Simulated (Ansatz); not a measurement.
**CdS (Greenockite): converging the G0W0 gap**

Aim: see how the G0W0 gap of CdS (Greenockite) on PBE moves with empty bands and screening cutoff, and what each rung costs.

Program: Ansatz 0.2.0. Level of theory: G0W0 on PBE, plane waves, PAW. Results are calculated unless marked as measured.

## (1) The starting structure

Symmetry: P6_3mc, No. 186, hexagonal system. Conventional cell: a = 4.137 Å, b = 4.137 Å, c = 6.714 Å, α = 90.00°, β = 90.00°, γ = 120.00°. Cd has 4 S at 2.52 to 2.53 Å nearest. S has 4 Cd at 2.52 to 2.53 Å nearest. Farther neighbours and most contacts between anions are not listed.

The cell and positions come from the Crystallography Open Database and are kept as given unless a step says otherwise. The default PAW set here is soft_2. Its files were made with PBE.

## (2) 105 empty bands, screening to 60 eV

G0W0 replaces the xc potential by the self-energy, built once from these orbitals. Only a window of levels is corrected, while the sums run over the empty bands that the input names.

Input file input.yaml:

```yaml
crystal:
  lattice:
    - [4.137, 0.0, 0.0]
    - [-2.0685, 3.5827470955, 0.0]
    - [0.0, 0.0, 6.7144]
  atoms:
    - { symbol: Cd, position: [0.6666666667, 0.3333333333, 0.0] }
    - { symbol: Cd, position: [0.3333333333, 0.6666666667, 0.5] }
    - { symbol: S, position: [0.6666666667, 0.3333333333, 0.375] }
    - { symbol: S, position: [0.3333333333, 0.6666666667, 0.875] }
kpoints:
  mp_grid: { grid: [6, 6, 2] }
hamiltonian:
  xc: pbe
scf:
  occupations: { method: fixed }
gw:
  n_empty_bands: 105
  ecut_chi: 60
  qp_bands: [v2, c2]
  qp_kpoints: band_edges
  screening: { model: contour_deformation }
```

Command:

```console
ansatz run input.yaml --threads 3 --pin off --max-ram 92160MiB --backend cuda --events-out ev --progress --plain --runs-dir out --devices 1 --max-vram 13GiB
```

Numbers of over 12 decimals in the logs are rounded to 6 here.

What it wrote:

```text
GPUs: using 1 of 1 available (devices: 1).
Engine: ansatz 0.2.0, x86_64-unknown-linux-gnu
Pseudopotentials: kind: paw
Pseudopotential: Cd, paw, valence charge 20, recommended cutoff 420 eV (normal), Cd.paw.azcp
Pseudopotential: S, paw, valence charge 6, recommended cutoff 420 eV (normal), S.paw.azcp
Functional definition: PBE
  parameter kappa = 0.804
  parameter beta = 0.066725
  exchange = pbe_x(kappa = kappa, mu = beta*pi^2/3)
  correlation = pbe_c(beta = beta)
device memory: the entry about to start is reckoned to put 0.9 GiB on a device that reports 44.0 GiB free (of which the cap on the GPU budget leaves the run 13.0 GiB)
GPU FFT provider: cuFFT
GPU libraries: cuBLAS 13.8.2, cuFFT 12.4.0, cuSOLVER 12.3.4
Crystal: 4 atoms, lattice volume = 99.520 Å³
Basis set: ecut = 420 eV, 1943 PW (Γ)
Bands: 32, of which v1, the nominal top of the filled ones, is band 26 counted from 1 (25 counted from 0)
Symmetry: 12 space group operations
Space group: P63mc (ITA 186), of the structure as read, at distance tolerance 4.6e-5 Å
k-points: 14 of 72
Non-local potential: Cd, projectors of the file, l = 0: 3, l = 1: 2, l = 2: 2, l = 3: 1
Non-local potential: S, projectors of the file, l = 0: 2, l = 1: 2, l = 2: 2
PAW form: soft (Blöchl's): semilocal exchange-correlation on the pseudo side does not see the compensation charge
PAW one-centre angular grid: Cd, 590 points (default); XC on 64 Gauss nodes
PAW one-centre angular grid: S, 110 points (default); XC on 64 Gauss nodes
Initial density: superposition of atomic densities (neutral atoms: chi_scale 0, normalization atom), corrected by the library's trained network
Initial wavefunctions: pseudopotential atomic-orbital guess
GPU buffer pool allocated for 40500 grid points (all kernels)
GPU transforms: local potential and band sums: pruned to the plane-wave sphere, on 27×27×45
Functional: x = pbe(κ = 0.804, μ = 0.219515), c = pbe(β = 0.066725)
SCF iter   1: F=—  HF=-18315.619712 eV  |F-HF|=—  |Δ(HF+E_count)|=         —  Δρ=6.08e-4  dr2=4.38e-4  ethr=1.77e-3  ⟨swp⟩=4.0  Hψ=1522  notcnv=0  defer=54
preconditioner: auto → Resta (q_TF=auto, 2.449 Å⁻¹)  ε∞=4.7  [insulator: Δε(μ)=1.213 eV  Ē_g=11.682 eV  n_scr=22 (ndim 8)  ℏωp=22.3 eV  f_vac=0.127  ε∞_Penn≈4.7]
SCF iter   2: F=—  HF=-18315.621238 eV  |F-HF|=—  |Δ(HF+E_count)|=   1.53e-3  Δρ=2.83e-4  dr2=8.31e-5  ethr=8.43e-7  ⟨swp⟩=2.7  Hψ=967  notcnv=0  defer=56
SCF iter   3: F=—  HF=-18315.621311 eV  |F-HF|=—  |Δ(HF+E_count)|=   7.36e-5  Δρ=1.05e-4  dr2=9.06e-6  ethr=1.60e-7  ⟨swp⟩=2.0  Hψ=673  notcnv=0  defer=54
SCF iter   4: F=—  HF=-18315.621332 eV  |F-HF|=—  |Δ(HF+E_count)|=   2.07e-5  Δρ=3.83e-5  dr2=1.52e-6  ethr=1.74e-8  ⟨swp⟩=2.1  Hψ=672  notcnv=0  defer=54
iter 5 did not close the SCF: its close was put off for the readings that it lacked (scf_convergence_deferred on its scf_iter line)
SCF iter   5: F=-18315.621335 eV  HF=-18315.621335 eV  |F-HF|=1.49e-7  |Δ(HF+E_count)|=   3.18e-6  Δρ=8.30e-6  dr2=9.16e-8  ethr=2.93e-9  ⟨swp⟩=2.0  Hψ=672  notcnv=0  defer=55
SCF iter   6: F=-18315.621335 eV  HF=-18315.621335 eV  |F-HF|=7.94e-9  |Δ(HF+E_count)|=   1.67e-7  Δρ=2.03e-6  dr2=5.39e-9  ethr=1.76e-10  ⟨swp⟩=7.3  Hψ=2045  notcnv=0
SCF 1 converged in 6 iterations: F = -18315.621335 eV  dr2 = 5.39e-9
  greatest PAW one-centre occupation: 1.000 electrons in one spin orbital (limit 2), on the Cd atom at site 1 (counted from 0), in its partial waves of l = 0
device memory: the entry about to start is reckoned to put 1.0 GiB (of the 1.0 GiB reckoned in all, the device holds 0.1 GiB already) on a device that reports 46.3 GiB free (of which the cap on the GPU budget leaves the run 13.0 GiB)
NSCF: frozen V_eff on 14 k-points, pencils in batches of 32, up to order 128
the band table was solved once the SCF had ended and its energy, with any forces and stress, was formed, with the checks that follow a solve (1681 applications of the Hamiltonian). They found nothing against the state; the energy, forces and stress were not computed again (output.eigenvalues in the input reference)
device memory: the entry about to start is reckoned to put 3.4 GiB on a device that reports 45.3 GiB free (of which the cap on the GPU budget leaves the run 13.0 GiB)
NSCF: frozen V_eff on 14 k-points
G₀W₀ screening: q 1/14
[... further progress lines ...]
SCF converged after 6 iterations
Free energy (F): -18315.621335 eV
Harris-Foulkes:  -18315.621335 eV  (|F-HF|=7.94e-9)
Internal energy: -18315.621335 eV  (E = F + TS)
E sigma→0 (E₀):  -18315.621335 eV
Fermi energy:    6.866229 eV
--- Per-component energies (eV) ---
  E_band       = -1014.957574
  E_kinetic    = 1223.971615
  E_local      = -8043.158150  (includes V_loc(G=0)·N_el)
  E_nonlocal   = 124.326534
  E_hartree    = 3694.439798
  E_xc         = -547.922726
  E_vxc        = -618.409260  (∫ρ·V_xc dr)
  E_paw        = -9367.582653  (= ΣΔE_a)
  E_vpaw       = -1090.571426  (= ΣTr[D̂ρ^β])
  E_aug_tail   = 0.000032  (compensation charges beyond the density's cutoff)
  E_ewald      = -5399.695785
  E_smearing   = -0.000000  (= −TS)
  E_closure    = 0.000000  (closes the sum)
  Σ components = -18315.621335   (vs F -18315.621335, Δ=0.00e0)
--- Band table (eV; the first three rows and the last of 14) ---
  k-point 0: bands = [... 22 lower, 6.0969, 6.8244, 6.8662, 6.8662, 8.0854, 9.6690, 13.3240, 13.3240, ... 2 higher]
  k-point 1: bands = [... 22 lower, 6.4678, 6.4678, 6.4678, 6.4678, 9.7287, 9.7287, 13.0507, 13.0507, ... 2 higher]
  k-point 2: bands = [... 22 lower, 5.6736, 5.7824, 6.6202, 6.6820, 9.2237, 10.5252, 12.6143, 13.6757, ... 2 higher]
  k-point 13: bands = [... 22 lower, 4.4524, 4.4524, 5.7464, 5.7464, 11.2761, 11.2761, 12.9576, 12.9576, ... 2 higher]
--- G₀W₀: contour deformation, 7 samples at zero and on the imaginary axis and 1 off it, 72 q-points, 105 empty bands' worth ---
  eigenvalues of the whole cell's RPA ε∞ on this k-mesh (on a slab, of 1 + 4πα/V) = 7.0222, 7.0222, 7.1765; static W/v taken at q = 0 is 0.140676
  bands read: the sum over 131 bands ends inside a degenerate multiplet in 7 slots, whose members it reads at an even weight; the widest, k=1: bands 131 to 134 (counted from 1) at 1/4 each
  gw.qp_kpoints: band_edges: 9 of 14 stored k-points solved, in 1 pass; an edge of the gap read off the rows below is read off those points alone
    valence top: of the k-points left out ik 8 came nearest to being solved in a further pass, in band 26 (counted from 1, as in the quasiparticle table): it holds the edge there only if its correction is more favourable than any solved in that band by at least 0.619 eV; those differ by 0.169 eV
    conduction bottom: of the k-points left out ik 8 came nearest to being solved in a further pass, in band 27 (counted from 1, as in the quasiparticle table): it holds the edge there only if its correction is more favourable than any solved in that band by at least 2.199 eV; those differ by 0.257 eV
    ik  band        ε_KS         Σx   Σc(E_QP)       V_xc       Z   E_QP_lin       E_QP  E_QP is
     0    25      6.8662   -20.8228     2.4813   -18.0644  0.7504     6.5866     6.5890  root
     0    26      6.8662   -20.8228     2.4813   -18.0644  0.7504     6.5866     6.5890  root
     0    27      8.0854    -8.7159    -3.3312   -12.4553  0.7887     8.4986     8.4936  root
     0    28      9.6690    -8.1983    -3.6892   -12.4422  0.7853    10.2348    10.2237  root
     1    25      6.4678   -20.2923     2.6019   -17.3517  0.7475     6.1254     6.1292  root
     1    26      6.4678   -20.2923     2.6019   -17.3517  0.7475     6.1254     6.1292  root
     1    27      9.7287    -8.7118    -3.6003   -12.8607  0.7798    10.2881    10.2773  root
     1    28      9.7287    -8.7118    -3.6003   -12.8607  0.7798    10.2881    10.2773  root
     2    25      6.6202   -20.4944     2.6233   -17.5392  0.7474     6.2846     6.2883  root
     2    26      6.6820   -20.5828     2.5432   -17.7334  0.7488     6.3728     6.3758  root
     2    27      9.2237    -9.7428    -3.2579   -13.4959  0.7765     9.7272     9.7189  root
     2    28     10.5252    -8.6684    -3.8234   -13.1394  0.7750    11.1902    11.1728  root
     3    25      6.2110   -19.9388     2.6584   -16.9069  0.7452     5.8327     5.8376  root
     3    26      6.2110   -19.9388     2.6584   -16.9069  0.7452     5.8327     5.8376  root
     3    27     10.4700    -8.9908    -3.7769   -13.3894  0.7708    11.1074    11.0918  root
     3    28     10.4700    -8.9908    -3.7769   -13.3894  0.7708    11.1074    11.0918  root
     4    25      6.0391   -19.6258     2.6983   -16.5180  0.7436     5.6234     5.6296  root
     4    26      6.3104   -20.0702     2.6566   -17.0547  0.7452     5.9470     5.9515  root
     4    27     10.3096    -8.8506    -3.7714   -13.2319  0.7719    10.9343    10.9195  root
     4    28     10.8728    -7.8668    -3.7998   -12.2391  0.7806    11.4582    11.4454  root
     5    25      5.7437   -19.3031     2.7714   -16.1025  0.7401     5.3074     5.3145  root
     5    26      5.7437   -19.3031     2.7714   -16.1025  0.7401     5.3074     5.3145  root
     5    27     10.5811    -7.8488    -3.7561   -12.1278  0.7799    11.1142    11.1040  root
     5    28     10.5811    -7.8488    -3.7561   -12.1278  0.7799    11.1142    11.1040  root
[...]
7    25      5.5382   -19.1707     2.8370   -15.8871  0.7374     5.0838     5.0918  root
     7    26      5.5382   -19.1707     2.8370   -15.8871  0.7374     5.0838     5.0918  root
     7    27     10.3530    -7.6581    -3.6785   -11.8121  0.7847    10.8366    10.8285  root
     7    28     10.3530    -7.6581    -3.6785   -11.8121  0.7847    10.8366    10.8285  root
    13    25      5.7464   -19.2572     2.8054   -16.0294  0.7390     5.3172     5.3241  root
    13    26      5.7464   -19.2572     2.8054   -16.0294  0.7390     5.3172     5.3241  root
    13    27     11.2761    -8.3301    -4.0278   -13.0227  0.7727    11.9609    11.9409  root
    13    28     11.2761    -8.3301    -4.0278   -13.0227  0.7727    11.9609    11.9409  root
```

Run time: 12 s. Hardware: 1 × NVIDIA H100 80GB HBM3 (shared by 6 runs) with 3 threads of AMD EPYC 7R13 (Zen 3), shared host; peak memory 1.1 GiB.

In the SCF lines HF is the Harris–Foulkes energy and dr2 the Hartree energy of the density residual, in eV; the loop may stop once dr2 is under the threshold and the program's other checks hold. Hψ counts applications of the Hamiltonian.

Numbers from this step:

```yaml
bands_summed: 131
rpa_eps_infinity_on_this_mesh_eigenvalues: 7.022, 7.022, 7.176
plane_waves_in_the_screening_matrix: 99
q_points_in_the_mesh: 72
g0w0_gap_on_the_mesh: 1.905 eV
k_of_the_valence_top: 0, 0, 0
k_of_the_conduction_bottom: 0, 0, 0
starting_gap_on_the_mesh: 1.219 eV
z_at_the_valence_top: 0.7504
z_at_the_conduction_bottom: 0.7887
least_direct_g0w0_gap_on_the_computed_points: 1.905 eV
```

The gap on the mesh goes from 1.22 eV to 1.90 eV, a correction of +0.69 eV. Between the two edge states, bare exchange in place of the xc potential would open the gap by 6.50 eV, and correlation takes back 5.81 eV.

## (3) 297 empty bands, screening to 120 eV

Bands and screening cutoff are moved together, since each hides the error of the other.

Changes to input.yaml since step 2:

```diff
@@ -17,4 +17,4 @@
 gw:
-  n_empty_bands: 105
-  ecut_chi: 60
+  n_empty_bands: 297
+  ecut_chi: 120
   qp_bands: [v2, c2]
```

What it wrote:

```text
GPUs: using 1 of 1 available (devices: 1).
[...]
GPU FFT provider: cuFFT
GPU libraries: cuBLAS 13.8.2, cuFFT 12.4.0, cuSOLVER 12.3.4
Crystal: 4 atoms, lattice volume = 99.520 Å³
Basis set: ecut = 420 eV, 1943 PW (Γ)
Bands: 32, of which v1, the nominal top of the filled ones, is band 26 counted from 1 (25 counted from 0)
Symmetry: 12 space group operations
[...]
k-points: 14 of 72
[...]
GPU buffer pool allocated for 40500 grid points (all kernels)
[...]
SCF iter   1: F=—  HF=-18315.619712 eV  |F-HF|=—  |Δ(HF+E_count)|=         —  Δρ=6.08e-4  dr2=4.38e-4  ethr=1.77e-3  ⟨swp⟩=4.0  Hψ=1522  notcnv=0  defer=54
[...]
SCF iter   6: F=-18315.621335 eV  HF=-18315.621335 eV  |F-HF|=7.94e-9  |Δ(HF+E_count)|=   1.67e-7  Δρ=2.03e-6  dr2=5.39e-9  ethr=1.76e-10  ⟨swp⟩=7.3  Hψ=2045  notcnv=0
SCF 1 converged in 6 iterations: F = -18315.621335 eV  dr2 = 5.39e-9
[...]
NSCF: frozen V_eff on 14 k-points, pencils in batches of 32, up to order 128
[...]
NSCF: frozen V_eff on 14 k-points
G₀W₀ screening: q 1/14
[... further progress lines ...]
SCF converged after 6 iterations
Free energy (F): -18315.621335 eV
[...]
Internal energy: -18315.621335 eV  (E = F + TS)
E sigma→0 (E₀):  -18315.621335 eV
Fermi energy:    6.866229 eV
[...]
--- Band table (eV; the first three rows and the last of 14) ---
  k-point 0: bands = [... 22 lower, 6.0969, 6.8244, 6.8662, 6.8662, 8.0854, 9.6690, 13.3240, 13.3240, ... 2 higher]
  k-point 1: bands = [... 22 lower, 6.4678, 6.4678, 6.4678, 6.4678, 9.7287, 9.7287, 13.0507, 13.0507, ... 2 higher]
  k-point 2: bands = [... 22 lower, 5.6736, 5.7824, 6.6202, 6.6820, 9.2237, 10.5252, 12.6143, 13.6757, ... 2 higher]
  k-point 13: bands = [... 22 lower, 4.4524, 4.4524, 5.7464, 5.7464, 11.2761, 11.2761, 12.9576, 12.9576, ... 2 higher]
[...]
0    25      6.8662   -20.8228     2.1516   -18.0644  0.7448     6.2450     6.2594  root
     0    26      6.8662   -20.8228     2.1516   -18.0644  0.7448     6.2450     6.2594  root
     0    27      8.0854    -8.7159    -3.5841   -12.4553  0.7856     8.2413     8.2407  root
     0    28      9.6690    -8.1983    -3.9449   -12.4422  0.7827     9.9707     9.9680  root
     1    25      6.4678   -20.2923     2.2861   -17.3517  0.7422     5.7954     5.8134  root
     1    26      6.4678   -20.2923     2.2861   -17.3517  0.7422     5.7954     5.8134  root
     1    27      9.7287    -8.7118    -3.8741   -12.8607  0.7767    10.0058    10.0036  root
     1    28      9.7287    -8.7118    -3.8741   -12.8607  0.7767    10.0058    10.0036  root
[...]
13    25      5.7464   -19.2572     2.5109   -16.0294  0.7343     5.0049     5.0296  root
    13    26      5.7464   -19.2572     2.5109   -16.0294  0.7343     5.0049     5.0296  root
    13    27     11.2761    -8.3301    -4.2943   -13.0227  0.7699    11.6803    11.6744  root
    13    28     11.2761    -8.3301    -4.2943   -13.0227  0.7699    11.6803    11.6744  root
```

The job ended after 30 s (1 × NVIDIA H100 80GB HBM3 (shared by 6 runs) with 3 threads; peak memory 1.4 GiB).

This step gave:

- bands summed: 323
- RPA ε∞ on this mesh (eigenvalues): 6.981, 6.981, 7.139
- plane waves in the screening matrix: 311
- q-points in the mesh: 72
- G0W0 gap on the mesh: 1.981 eV
- k of the valence top: 0, 0, 0
- k of the conduction bottom: 0, 0, 0
- starting gap on the mesh: 1.219 eV
- Z at the valence top: 0.7448
- Z at the conduction bottom: 0.7856
- least direct G0W0 gap on the computed points: 1.981 eV

Against the run with 6×6×2 mesh, 105 empty bands, screening to 60 eV, the gap moves by +0.08 eV.

## (4) 639 empty bands, screening to 200 eV

Changes to input.yaml since step 3:

```diff
@@ -17,4 +17,4 @@
 gw:
-  n_empty_bands: 297
-  ecut_chi: 120
+  n_empty_bands: 639
+  ecut_chi: 200.0
   qp_bands: [v2, c2]
```

What it wrote:

```text
GPUs: using 1 of 1 available (devices: 1).
[...]
GPU FFT provider: cuFFT
GPU libraries: cuBLAS 13.8.2, cuFFT 12.4.0, cuSOLVER 12.3.4
Crystal: 4 atoms, lattice volume = 99.520 Å³
Basis set: ecut = 420 eV, 1943 PW (Γ)
Bands: 32, of which v1, the nominal top of the filled ones, is band 26 counted from 1 (25 counted from 0)
Symmetry: 12 space group operations
[...]
k-points: 14 of 72
[...]
1    28      9.7287    -8.7118    -3.9961   -12.8607  0.7759     9.8821     9.8815  root
[...]
13    25      5.7464   -19.2572     2.3765   -16.0294  0.7333     4.8544     4.8952  root
    13    26      5.7464   -19.2572     2.3765   -16.0294  0.7333     4.8544     4.8952  root
    13    27     11.2761    -8.3301    -4.4016   -13.0227  0.7692    11.5700    11.5671  root
    13    28     11.2761    -8.3301    -4.4016   -13.0227  0.7692    11.5700    11.5671  root
[key lines of the parts left out:]
SCF converged after 6 iterations
Free energy (F): -18315.621335 eV
Fermi energy:    6.866229 eV
```

Run time: 48 s. Hardware: 1 × NVIDIA H100 80GB HBM3 (shared by 6 runs) with 3 threads; peak memory 2.3 GiB; 80 s of CPU time.

This step gave:

| Quantity | Value |
| --- | --- |
| bands summed | 665 |
| RPA ε∞ on this mesh (eigenvalues) | 6.974, 6.974, 7.130 |
| plane waves in the screening matrix | 627 |
| G0W0 gap on the mesh | 2.020 eV |
| k of the valence top | 0, 0, 0 |
| k of the conduction bottom | 0, 0, 0 |
| starting gap on the mesh | 1.219 eV |
| least direct G0W0 gap on the computed points | 2.020 eV |

Against the run with 6×6×2 mesh, 297 empty bands, screening to 120 eV, the gap moves by +0.04 eV.

(Part 1 of 2 ends here.)

[Paths, hosts, dates, memory and timing lines, banners, echoed tables and standing remarks are left out of the program output.]

[Logs are printed without paths, hosts, clocks, repeated set-up lines and the standing remarks that a program may print on its own settings, such as how far it seeks lower states.]

[Runs of the session that timed out or met a known fault of the program may be left out.]

[Cells called generated may have been cut or substituted from an entry of the Crystallography Open Database or the Materials Project.]

[Hosts, paths, dates, database ids (printed as entryN), source tags and the programs' standing remarks are cut or masked in the printed files.]
